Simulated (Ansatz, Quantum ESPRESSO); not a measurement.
# BaZrO3 (Pm-3m): third-order response, part 3 of 3

Which lines does BaZrO3 (Pm-3m) show in Raman and infrared spectra?

Quantum ESPRESSO 8.0 development, patched; DFT LDA, scalar-relativistic, plane waves, PseudoDojo norm-conserving pseudopotentials.

So far, mean static dielectric tensor (ions relaxed, fixed cell): step 6 (zone-centre analysis) 63.6.

### Step 10. A second program

The same cell goes through another code at the same cutoff. The files are of one family, but Ansatz's library holds files of its own making for some heavy elements, so those for Ba may differ. Its k mesh is centred on Γ.

This step: DFT LDA, scalar-relativistic, plane waves, norm-conserving pseudopotentials of its library (PseudoDojo's, some remade) (Ansatz 0.2.0).

Input file input.yaml:

```yaml
crystal:
  lattice:
    - [4.149539416, 0.0, 0.0]
    - [0.0, 4.149539416, 0.0]
    - [0.0, 0.0, 4.149539416]
  atoms:
    - { symbol: Ba, position: [0.0, 0.0, 0.0] }
    - { symbol: Zr, position: [0.5, 0.5, 0.5] }
    - { symbol: O, position: [0.0, 0.5, 0.5] }
    - { symbol: O, position: [0.5, 0.0, 0.5] }
    - { symbol: O, position: [0.5, 0.5, 0.0] }
kpoints:
  mp_grid: { grid: [8, 8, 8] }
hamiltonian:
  xc: lda
  pseudopotentials: { kind: nc, accuracy: standard }
scf:
  occupations: { method: fixed }
output:
  eigenvalues: true
basis:
  ecutwfc: 1142.878
phonons:
  method: dfpt
  dielectric: true
  rigid_motions: translations
  raman: true
```

Launch:

```console
> ansatz run input.yaml --threads 8 --pin off --max-ram 16384MiB --backend cpu --events-out ev --progress --plain --runs-dir out
```

What it wrote:

```text
Warning: basis.ecutwfc = 1142.878 eV is below the records' recommended 1142.878222 eV, and the density's cutoff is lower with it unless basis.ecutrho_ratio is high enough to keep the records' density cutoff: compare with a run at a higher cutoff
Engine: ansatz 0.2.0, x86_64-unknown-linux-gnu
Pseudopotentials: kind: nc
Pseudopotential: Ba, nc, valence charge 10, recommended cutoff 770 eV (normal), Ba.nc.azcp (PseudoDojo's, or run here from an input of PseudoDojo's; its table is named by hamiltonian.pseudopotentials.accuracy)
Pseudopotential: Zr, nc, valence charge 12, recommended cutoff 952.398519 eV (normal), Zr.nc.azcp (PseudoDojo's, or run here from an input of PseudoDojo's; its table is named by hamiltonian.pseudopotentials.accuracy)
Pseudopotential: O, nc, valence charge 6, recommended cutoff 1142.878222 eV (normal), O.nc.azcp (PseudoDojo's, or run here from an input of PseudoDojo's; its table is named by hamiltonian.pseudopotentials.accuracy)
Functional definition: SPW92
  exchange = slater_x
  correlation = pw_c
Crystal: 5 atoms, lattice volume = 71.450 Å³
Basis set: ecut = 1142.878 eV, 6235 PW (Γ), exchange–correlation on 96×96×96 points (8 copies of the dense FFT grid, shifted against one another)
Bands: 25, of which v1, the nominal top of the filled ones, is band 20 counted from 1 (19 counted from 0)
Symmetry: 48 space group operations
k-points: 170 of 512 (irreducible under 2 space group operations, time reversal used)
Non-local potential: Ba, projectors of the file, l = 0: 2, l = 1: 2, l = 2: 2, l = 3: 2
Non-local potential: Zr, projectors of the file, l = 0: 2, l = 1: 2, l = 2: 2
Non-local potential: O, projectors of the file, l = 0: 2, l = 1: 2, l = 2: 1
Initial density: superposition of atomic densities (chi_scale 0.1, normalization cell, long waves kept (reshape's long-wave potential 0.00 eV rms))
Initial wavefunctions: pseudopotential atomic-orbital guess
Functional: x = slater, c = lda
SCF iter   1: F=—  HF=-3501.868208 eV  |F-HF|=—  |Δ(HF+E_count)|=         —  Δρ=5.12e-2  dr2=1.23e0  ethr=3.10e-3  ⟨swp⟩=7.5  Hψ=19900  notcnv=0  defer=408
preconditioner: auto → Resta (q_TF=auto, 2.477 Å⁻¹)  ε∞=3.8  [insulator: Δε(μ)=2.893 eV  Ē_g=16.150 eV  n_scr=18 (ndim 8)  ℏωp=27.1 eV  f_vac=0.000  ε∞_Penn≈3.8]
SCF iter   2: F=—  HF=-3501.553294 eV  |F-HF|=—  |Δ(HF+E_count)|=   3.15e-1  Δρ=2.29e-2  dr2=3.50e-1  ethr=3.08e-3  ⟨swp⟩=3.3  Hψ=7917  notcnv=0  defer=415
SCF iter   3: F=—  HF=-3501.459859 eV  |F-HF|=—  |Δ(HF+E_count)|=   9.34e-2  Δρ=1.36e-2  dr2=9.14e-2  ethr=8.75e-4  ⟨swp⟩=3.8  Hψ=7734  notcnv=0  defer=452
SCF iter   4: F=—  HF=-3501.438601 eV  |F-HF|=—  |Δ(HF+E_count)|=   2.13e-2  Δρ=2.40e-3  dr2=1.77e-3  ethr=2.28e-4  ⟨swp⟩=3.5  Hψ=7227  notcnv=0  defer=483
SCF iter   5: F=—  HF=-3501.438899 eV  |F-HF|=—  |Δ(HF+E_count)|=   2.98e-4  Δρ=6.38e-4  dr2=1.29e-4  ethr=4.43e-6  ⟨swp⟩=3.1  Hψ=7860  notcnv=0  defer=491
SCF iter   6: F=—  HF=-3501.438887 eV  |F-HF|=—  |Δ(HF+E_count)|=   1.16e-5  Δρ=1.18e-4  dr2=3.77e-6  ethr=3.23e-7  ⟨swp⟩=2.3  Hψ=6656  notcnv=0  defer=491
SCF iter   7: F=—  HF=-3501.438850 eV  |F-HF|=—  |Δ(HF+E_count)|=   3.69e-5  Δρ=2.28e-5  dr2=2.12e-7  ethr=9.43e-9  ⟨swp⟩=2.6  Hψ=7726  notcnv=0  defer=489
SCF iter   8: F=—  HF=-3501.438850 eV  |F-HF|=—  |Δ(HF+E_count)|=   2.71e-9  Δρ=4.69e-6  dr2=1.05e-8  ethr=5.29e-10  ⟨swp⟩=2.3  Hψ=6974  notcnv=0  defer=489
SCF iter   9: F=—  HF=-3501.438850 eV  |F-HF|=—  |Δ(HF+E_count)|=   1.07e-9  Δρ=5.88e-7  dr2=1.58e-10  ethr=2.63e-11  ⟨swp⟩=2.1  Hψ=7373  notcnv=0  defer=489
SCF iter  10: F=-3501.438850 eV  HF=-3501.438850 eV  |F-HF|=2.32e-11  |Δ(HF+E_count)|=  3.00e-11  Δρ=2.46e-7  dr2=2.65e-11  ethr=1.00e-12  ⟨swp⟩=22.8  Hψ=45700  notcnv=0
SCF 1 converged in 10 iterations: F = -3501.438850 eV  dr2 = 2.65e-11
DFPT response loops at Γ: preconditioner auto → none (the input reference at scf.mixing.eps_inf says where Resta's filter doesn't serve); β = 0.50; Broyden in place of MSR1
── the response to a field inside a basis, on 8×8×8 k-points: an SCF that follows is theirs, and a resumed run solves both again ──
Bands: 21, of which v1, the nominal top of the filled ones, is band 20 counted from 1 (19 counted from 0)
k-points: 20
Initial density: handed on by an earlier stage of this run
Initial wavefunctions: pseudopotential atomic-orbital guess (no wavefunctions were taken with the density)
Eigensolver: Dense (20 Hₖ)
SCF iter   1: F=—  HF=-3501.427736 eV  |F-HF|=—  |Δ(HF+E_count)|=         —  Δρ=1.54e-4  dr2=1.43e-6  ethr=1.00e-1
preconditioner: auto → Resta (q_TF=auto, 2.477 Å⁻¹)  ε∞=4.3  [insulator: Δε(μ)=3.380 eV  Ē_g=15.006 eV  n_scr=18 (ndim 8)  ℏωp=27.1 eV  f_vac=0.000  ε∞_Penn≈4.3]
SCF iter   2: F=—  HF=-3501.427738 eV  |F-HF|=—  |Δ(HF+E_count)|=   1.91e-6  Δρ=8.02e-5  dr2=4.13e-7  ethr=3.57e-9
SCF iter   3: F=—  HF=-3501.427738 eV  |F-HF|=—  |Δ(HF+E_count)|=   7.54e-7  Δρ=1.27e-5  dr2=7.86e-8  ethr=1.03e-9
SCF iter   4: F=—  HF=-3501.427738 eV  |F-HF|=—  |Δ(HF+E_count)|=   1.71e-8  Δρ=2.00e-6  dr2=9.12e-10  ethr=1.97e-10
SCF iter   5: F=-3501.427738 eV  HF=-3501.427738 eV  |F-HF|=4.09e-12  |Δ(HF+E_count)|=  5.76e-10  Δρ=1.23e-7  dr2=6.58e-12  ethr=2.28e-12
SCF 1 converged in 5 iterations: F = -3501.427738 eV  dr2 = 6.58e-12
DFPT response loops at Γ: mixed as the last ones told, above
DFPT response loops at Γ: mixed as the last ones told, above
DFPT response loops at Γ: mixed as the last ones told, above
SCF converged after 10 iterations
Free energy (F): -3501.438850 eV
Harris-Foulkes:  -3501.438850 eV  (|F-HF|=2.32e-11)
Internal energy: -3501.438850 eV  (E = F + TS)
E sigma→0 (E₀):  -3501.438850 eV
Fermi energy:    9.910899 eV
--- Per-component energies (eV) ---
  E_band       = -82.375481
  E_kinetic    = 1476.737919
  E_local      = -2160.514960  (includes V_loc(G=0)·N_el)
  E_nonlocal   = 34.465916
  E_hartree    = 660.396863
  E_xc         = -791.611706
  E_vxc        = -753.857926  (∫ρ·V_xc dr)
  E_ewald      = -2720.912882
  E_smearing   = -0.000000  (= −TS)
  E_closure    = 0.000000  (closes the sum)
  Σ components = -3501.438850   (vs F -3501.438850, Δ=0.00e0)
--- Band table (eV; the first three rows and the last of 170) ---
  k-point 0: bands = [... 16 lower, 8.8569, 9.7611, 9.7611, 9.7611, 13.1127, 13.1127, 13.1127, 14.5933, ... 1 higher]
  k-point 1: bands = [... 16 lower, 8.7380, 9.3206, 9.7062, 9.7062, 13.1628, 13.4915, 13.4915, 14.8518, ... 1 higher]
  k-point 2: bands = [... 16 lower, 8.4782, 8.6359, 9.6159, 9.6159, 13.2929, 14.3814, 14.3814, 15.4837, ... 1 higher]
  k-point 169: bands = [... 16 lower, 7.3970, 9.9109, 9.9109, 9.9109, 16.0709, 16.0709, 16.0709, 17.1447, ... 1 higher]
--- Phonons (Γ-DFPT): 4 representative perturbations + reference, on 170 of 512 k-points (Σ response iterations 13) ---
  k mesh reduced under 2 symmetry operations, with k and −k counted as one. Each operation leaves every solved perturbation unchanged. A smaller set is not considered because the run solves the response to a homogeneous field
  ASR residual: 3.859e-4 → 0.000e0 eV/Å²; symmetrization residual: 3.500e-6 eV/Å²
  ASR residual per site (eV/Å²): 8.68e-5 2.59e-4 3.86e-4 3.86e-4 3.86e-4
  Γ frequencies (cm⁻¹): 0.00 0.00 0.00 89.17 89.17 89.17 167.82 167.82 167.82 193.84 193.84 193.84 524.72 524.72 524.72
  ε∞ (high-frequency dielectric tensor):
        4.894293     0.000000     0.000000
        0.000000     4.894293     0.000000
        0.000000     0.000000     4.894293
  ε⁰ (static dielectric tensor: ions relaxed, cell fixed):
       73.546574    -0.000000     0.000000
       -0.000000    73.546574     0.000000
        0.000000     0.000000    73.546574
  ε⁰ − ε∞ (ionic part):
       68.652281    -0.000000     0.000000
       -0.000000    68.652281     0.000000
        0.000000     0.000000    68.652281
  softest optical mode at Γ: 89.17 cm⁻¹; the repairs (sum rule, projections) moved no ω² at Γ by more than (2.73 cm⁻¹)²
  Born effective charges Z* (e; rows j = field, columns β = displacement):
    site 0:
         2.74688    0.00000    0.00000
        -0.00000    2.74688    0.00000
         0.00000    0.00000    2.74688
    site 1:
         6.10569   -0.00000    0.00000
         0.00000    6.10569    0.00000
         0.00000   -0.00000    6.10569
    site 2:
        -4.78823    0.00000    0.00000
         0.00000   -2.03217    0.00000
         0.00000   -0.00000   -2.03217
    site 3:
        -2.03217   -0.00000    0.00000
        -0.00000   -4.78823    0.00000
         0.00000   -0.00000   -2.03217
    site 4:
        -2.03217    0.00000    0.00000
        -0.00000   -2.03217    0.00000
         0.00000   -0.00000   -4.78823
  Z* charge neutrality: 3.362e-5 e pre-enforcement
  k-mesh period / interband length: 33.2 Å / 1.55 Å = 21.38 at k = (0.0000, 0.0000, 0.0000), direct gap 3.352 eV — 14 or more, which is no proof of convergence
  Raman tensors (in the event stream and the table raman_tensors.tsv): an entry may err by 1.2e-3 Å², one of the second-order susceptibility by 1.5e-19 pm/V (basis, points and sum rule); their sum over the sites missed zero by 1.788e-20 Å² ahead of its enforcement
  optical modes at Γ without the LO–TO term, one row a degenerate level:
      ω (cm⁻¹)  modes    IR ((D/Å)²/amu)  static Raman (Å⁴/amu)  depolarisation
         89.17      3            40.2003                 0.0000               —
        167.82      3             0.0000                 0.0000               —
        193.84      3            60.1846                 0.0000               —
        524.72      3            66.6173                 0.0000               —
  optical modes at Γ + LO–TO along q̂ = [1.0000, 0.0000, 0.0000]:
      ω (cm⁻¹)  modes    IR ((D/Å)²/amu)  static Raman (Å⁴/amu)  depolarisation
         89.17      2            26.8002                 0.0000               —
        135.35      1             0.1501                 0.0000               —
        167.82      3             0.0000                 0.0000               —
        193.84      2            40.1231                 0.0000               —
        363.84      1             6.4248                 0.0000               —
        524.72      2            44.4115                 0.0000               —
        713.92      1            49.0925                 0.0000               —
  optical modes at Γ + LO–TO along q̂ = [0.0000, 1.0000, 0.0000]:
      ω (cm⁻¹)  modes    IR ((D/Å)²/amu)  static Raman (Å⁴/amu)  depolarisation
         89.17      2            26.8002                 0.0000               —
        135.35      1             0.1501                 0.0000               —
        167.82      3             0.0000                 0.0000               —
        193.84      2            40.1231                 0.0000               —
        363.84      1             6.4248                 0.0000               —
        524.72      2            44.4115                 0.0000               —
        713.92      1            49.0925                 0.0000               —
  optical modes at Γ + LO–TO along q̂ = [0.0000, 0.0000, 1.0000]:
      ω (cm⁻¹)  modes    IR ((D/Å)²/amu)  static Raman (Å⁴/amu)  depolarisation
         89.17      2            26.8002                 0.0000               —
        135.35      1             0.1501                 0.0000               —
        167.82      3             0.0000                 0.0000               —
        193.84      2            40.1231                 0.0000               —
        363.84      1             6.4248                 0.0000               —
        524.72      2            44.4115                 0.0000               —
        713.92      1            49.0925                 0.0000               —
```

The job ended after 3.9 min (8 threads of Intel Xeon at 2.70GHz, shared host; peak memory 5.1 GiB).

Read from the output:

```
gap on the k-mesh                                : 3.202 eV
sum-rule residual before enforcement             : 3.86e-4 eV/Å²
miss of the charge sum rule                      : 3.36e-5 e
lowest optical zone-centre mode                  : 89.17 cm⁻¹
largest Born charge in size (third of the trace) : 6.106 e
mean static dielectric constant                  : 73.55
highest mode moved by the LO-TO term             : 713.9 cm⁻¹
```

Transverse modes. Infrared lines, with heights relative to the strongest:

```csv
position (cm⁻¹),label,"IR intensity ((D/Å)²/amu), degenerate modes summed, relative"
89,T1u,60
168,T2u,0.0
194,T1u,90
525,T1u,100
```

### Step 11. The two compared: QE PseudoDojo and Ansatz, library NC

Worked out from the results:

| Quantity | Value |
| --- | --- |
| root-mean-square difference | 5.01 cm⁻¹ |
| largest difference | 8.5 cm⁻¹ |

Optical modes, paired by symmetry label. Frequencies side by side, by row:

```csv
q (reciprocal lattice),mode,QE PseudoDojo (cm⁻¹),"Ansatz, library NC (cm⁻¹)"
0 0 0,4,97.7,89.2
0 0 0,5,97.7,89.2
0 0 0,6,97.7,89.2
0 0 0,7,173,167.8
0 0 0,8,173,167.8
0 0 0,9,173,167.8
0 0 0,10,194.8,193.8
0 0 0,11,194.8,193.8
0 0 0,12,194.8,193.8
0 0 0,13,524.7,524.7
0 0 0,14,524.7,524.7
0 0 0,15,524.7,524.7
```

The two runs side by side. Further quantities:

```csv
quantity,QE PseudoDojo,"Ansatz, library NC"
mean ε∞,4.894,4.894
"largest Born charge in size (e; the first before, the second after the charge sum rule)",6.11,6.106
summed IR intensity ((D/Å)²/amu),167.1,167
```

At the zone centre the largest difference (acoustic modes at Γ apart) is 2 % of the highest mode, but 9 % of the mode at 98 cm⁻¹ on which it sits.

### Step 12. Summary of results

```
space group after relaxation                                           : Pm-3m
volume per atom                                                        : 14.3 Å³
gap on the k-mesh                                                      : 3.17 eV
highest optical zone-centre mode (no LO-TO term)                       : 524.7 cm⁻¹
lowest optical zone-centre mode                                        : 97.7 cm⁻¹
highest mode moved by the LO-TO term                                   : 714.0 cm⁻¹
mean high-frequency dielectric constant                                : 4.89
largest Born charge in size (third of the trace)                       : 6.11 e
mean static dielectric constant                                        : 63.6
imaginary optical modes at the zone centre (no q mesh in this session) : none
largest difference from Ansatz, library NC                             : 8.5 cm⁻¹
```

What this shows: No mode is Raman active in this structure; the strongest infrared line lies at 525 cm⁻¹. At the LDA level the optical modes of BaZrO3 (Pm-3m) at the zone centre (no LO-TO term) run from 98 to 525 cm⁻¹. Along the directions run, the highest mode that the macroscopic field moves lies at 714 cm⁻¹. Lattice motion raises the mean dielectric constant from 4.894 to 63.58. Of the 12 optical modes, 9 are infrared active alone and 3 are silent. QE PseudoDojo and Ansatz, library NC differ by 5.0 cm⁻¹ in the root mean square and by 8.5 cm⁻¹ at most, 1.6 % of the highest mode compared (acoustic modes at Γ left out); the two use different potentials, and the cell was not relaxed for the second set. These are harmonic frequencies at zero temperature: anharmonic shifts and linewidths and thermal expansion are left out. Spin-orbit coupling is left out, which can matter for the heavy elements here. The published file for Ba has no f projectors, which tends to make oxide cells too large. The total energies of the two programs lie far apart, so at least one potential file in Ansatz's library differs from the published one read by the first program. The build is a development version in which the Raman tensors of release 7.5 are mended; dynmat.x leaves out the electro-optic term of LO lines.

Calculation against experiment:

| quantity | measured | LDA PseudoDojo norm-conserving, Quantum ESPRESSO | LDA norm-conserving PseudoDojo |
| --- | --- | --- | --- |
| lattice constant a (Å) | 4.192 | 4.150 (-1.0 %) | - |
| static dielectric constant (mean of the tensor) | 36 | 63.58 (+76.6 %) | 73.55 (+104.3 %) |
| infrared mode, TO1 at Gamma, T1u (cm⁻¹) | 116 | 98 (-15.8 %) | 89 (-23.1 %) |
| infrared mode, TO2 at Gamma, T1u (cm⁻¹) | 214 | 195 (-9.0 %) | 194 (-9.4 %) |
| infrared mode, TO3 at Gamma, T1u (cm⁻¹) | 520 | 525 (+0.9 %) | 525 (+0.9 %) |

Measured values from arxiv:cond-mat/0602127 (2006), arxiv:1312.3131 (2013) and arxiv:1907.02008 (2019).

**Verdict.** Measured modes were matched to the nearest mode of that symmetry; at LDA PseudoDojo norm-conserving, Quantum ESPRESSO, 3 of them have a partner, and the computed frequencies miss them by 8.6 % on average (mean signed -7.9 %), which is a clear miss. The lattice constant a is off by -1.0 %: fair agreement. The static dielectric constant is off by +76.6 % at LDA PseudoDojo norm-conserving, Quantum ESPRESSO. The grades are ours: good and fair within 0.7 and 1.5 % for the lattice constant a, 10 and 25 % for the static dielectric constant and 3 and 7 % for the infrared mode. Zero-point motion and thermal expansion (measured at up to 300 K) are not in the computed lattice constants, static dielectric constant and infrared mode.

[Host names and launcher messages were left out of these logs when they were recorded.]

[Logs are printed without paths, hosts, clocks, repeated set-up lines and the standing remarks that a program may print on its own settings, such as how far it seeks lower states.]

[Hosts, paths, dates, database ids (printed as entryN), source tags and the programs' standing remarks are cut or masked in the printed files.]
